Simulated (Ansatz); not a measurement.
# A frame of liquid HfO2 from 3173 K (129 atoms): geometry optimisation, part 2 of 2

Aim: bring a frame of liquid HfO2 from 3173 K (129 atoms) to a nearby minimum of the energy and see what moves.

Ansatz 0.2.0; Kohn-Sham DFT, RPBE, PAW (set soft_2), plane waves.

The cell: 43 Hf and 86 O. The starting topology of bonds comes from the classical model. Only the Γ point is sampled, in a cell whose shortest periodic width is 12 Å. No spin–orbit coupling is included.

So far. Step 2 (Single point at the start): Neighbours are counted within 2.82 Å (O-Hf).

## 3. Relaxation (continued)

Step by step (22 of 39):

```
step  energy less that of the first step (eV)  largest force component (eV/Å)
   1                                   0.0000                          5.7268
   3                                 -25.5418                          1.2229
   5                                 -33.3249                          0.8822
   6                                 -35.6106                          1.6885
   8                                 -37.9200                          0.4858
  10                                 -38.4838                          0.1284
  12                                 -38.6109                          0.2173
  14                                 -38.8207                          0.3294
  15                                 -38.9675                          0.3772
  17                                 -39.2645                          0.1278
  19                                 -39.3446                          0.2235
  21                                 -39.4489                          0.1818
  23                                 -39.5846                          0.2054
  25                                 -39.7867                          0.2205
  26                                 -39.8639                          0.3421
  28                                 -39.9063                          0.1550
  30                                 -39.9943                          0.3338
  32                                 -40.2145                          0.2043
  34                                 -40.5249                          0.1366
  35                                 -40.6160                          0.1175
  37                                 -40.7652                          0.1951
  39                                 -40.7913                          0.2189
```

Relaxation step 39 was tried and not accepted.

The atoms that moved most (Å):

```
atom      dx      dy      dz  length
 O65   0.831   1.467  -0.736   1.840
O109   1.131   0.685   0.762   1.526
 O92   0.683  -1.225   0.414   1.463
Hf35   0.519   1.263   0.440   1.434
Hf31   1.091   0.608  -0.587   1.380
O100   0.665   1.135   0.115   1.321
 O47  -0.446  -1.159   0.028   1.242
 O99   0.224   0.264   1.159   1.210
```

The relaxation changed the energy by -316 meV/atom, and atoms moved by 0.71 Å r.m.s., 1.8 Å at most.

## 4. Structure statistics after relaxation

Bonds before and after, by the cutoffs listed below:

```
pair  bonds before  bonds after  mean before (Å)  mean after (Å)  spread before (Å)  spread after (Å)
O-Hf           253          251            2.205           2.141              0.205             0.138
```

Density 8.15 g/cm³, 14.29 Å³ an atom.

Pair distribution functions g(r), in bins of 0.2 Å:

```
r (Å)  total   O-O  O-Hf  Hf-Hf
 1.90   0.71  0.00  1.61   0.00
 2.10   3.11  0.00  6.98   0.00
 2.30   0.88  0.00  1.98   0.00
 2.50   0.38  0.62  0.23   0.00
 2.70   0.99  2.06  0.17   0.00
 2.90   1.16  2.50  0.09   0.00
 3.10   1.02  1.98  0.23   0.32
 3.30   0.93  1.25  0.20   2.54
 3.50   0.83  0.85  0.55   1.87
 3.70   0.90  0.68  0.70   2.59
 3.90   1.09  0.77  1.11   2.29
 4.10   1.19  1.05  1.32   1.23
 4.30   1.03  0.76  1.47   0.34
 4.50   0.85  0.53  1.27   0.47
 4.70   0.96  0.58  1.48   0.43
 4.90   0.97  0.87  1.12   0.76
 5.10   1.10  1.15  1.20   0.58
 5.30   1.08  1.27  0.93   0.96
 5.50   1.04  1.32  0.79   0.95
 5.70   1.06  1.33  0.79   1.05
 5.90   0.95  0.98  0.88   1.09
```

Bonds by pair of elements; cutoffs follow the first minimum of g(r), held within bounds set by covalent radii, and pairs that aren't listed don't count as bonded:

```
pair A-B  cutoff (Å)  bonds  mean length (Å)  spread (Å)  shortest (Å)  B about A  A about B
    O-Hf        2.83    251             2.14       0.138          1.91       2.92       5.84
```

How many atoms have how many bonded neighbours:

```
element  mean   2   3   4  5   6  7
     Hf  5.84   0   0   1  9  29  4
      O  2.92  18  57  11  0   0  0
```

Bond angles, per cent of each kind in bins of 5°:

```
angle (°)  O-Hf-O  Hf-O-Hf
    55–60     0.2      0.0
    60–65     0.7      0.0
    65–70     2.6      0.0
    70–75    10.9      0.0
    75–80     9.6      0.4
    80–85     9.3      0.4
    85–90     8.5      3.1
    90–95    10.1      6.7
   95–100     6.2     13.7
  100–105     5.5     14.9
  105–110     5.0      8.2
  110–115     2.9      4.3
  115–120     2.1      6.7
  120–125     1.9      7.4
  125–130     2.9      9.0
  130–135     2.1      7.1
  135–140     3.9      4.7
  140–145     2.6      5.9
  145–150     3.9      2.4
  150–155     1.6      2.8
  155–160     2.8      0.4
  160–165     2.1      0.8
  165–170     1.5      0.0
  170–175     0.7      0.8
  175–180     0.5      0.4
```

Bond angles (no mean is given where the spread exceeds 20°):

```
  angle  count  mean (°)  spread (°)
 O-Hf-O    615         -           -
Hf-O-Hf    255       116        19.2
```

Bond length by coordination (bonds to H left out):

```
element  coordination  atoms  mean bond length (Å)
     Hf             4      1                  2.01
     Hf             5      9                  2.08
     Hf             6     29                  2.15
     Hf             7      4                  2.23
      O             2     18                  1.98
      O             3     57                  2.14
      O             4     11                  2.27
```

First main peaks of g(r), for some of the pairs, lie near 2.9 Å (O-O) and 2.1 Å (O-Hf). By these cutoffs 67 % of Hf atoms have 6 and 66 % of O atoms have 3 bonded neighbours. Bonds at O atoms with 2 neighbours average 1.98 Å, against 2.27 Å at those with 4.

## 5. Outcome

```json
{
  "energy change in the relaxation": "-316.3 meV/atom",
  "r.m.s. displacement": "0.71 Å",
  "largest displacement": "1.84 Å",
  "wall time of the 2 DFT runs": "46 min"
}
```

Relaxation lowers the energy by 316 meV/atom and moves atoms by 0.71 Å r.m.s. By the final cutoffs 22 of 253 bonded pairs parted and 20 joined. The relaxation stopped at its limit, so this isn't yet a minimum. First to last step the energy falls by 40.791 eV; the largest move, 1.84 Å, is that of O65. The relaxation was not finished: the largest force component stood at 0.22 eV/Å. The O-Hf bonds go from 2.205 Å (spread 0.205) to 2.141 Å (spread 0.138), and their number from 253 to 251. By these cutoffs 67 % of Hf atoms have 6 and 66 % of O atoms have 3 bonded neighbours.

What to keep in mind: The force components of 1.5 eV/Å r.m.s. come partly from thermal motion and partly from the difference between the classical potential and DFT. The network of bonds at the start is that of the classical potential that made the cell; in DFT 22 of its 253 bonded pairs passed out of the cutoffs and 20 came within them. The pressure of -5.5 GPa is that of one thermal frame at a volume set beforehand, without the kinetic term.

[Logs are printed without paths, hosts, clocks, repeated set-up lines and the standing remarks that a program may print on its own settings, such as how far it seeks lower states.]

[Hosts, paths, dates, database ids (printed as entryN), source tags and the programs' standing remarks are cut or masked in the printed files.]
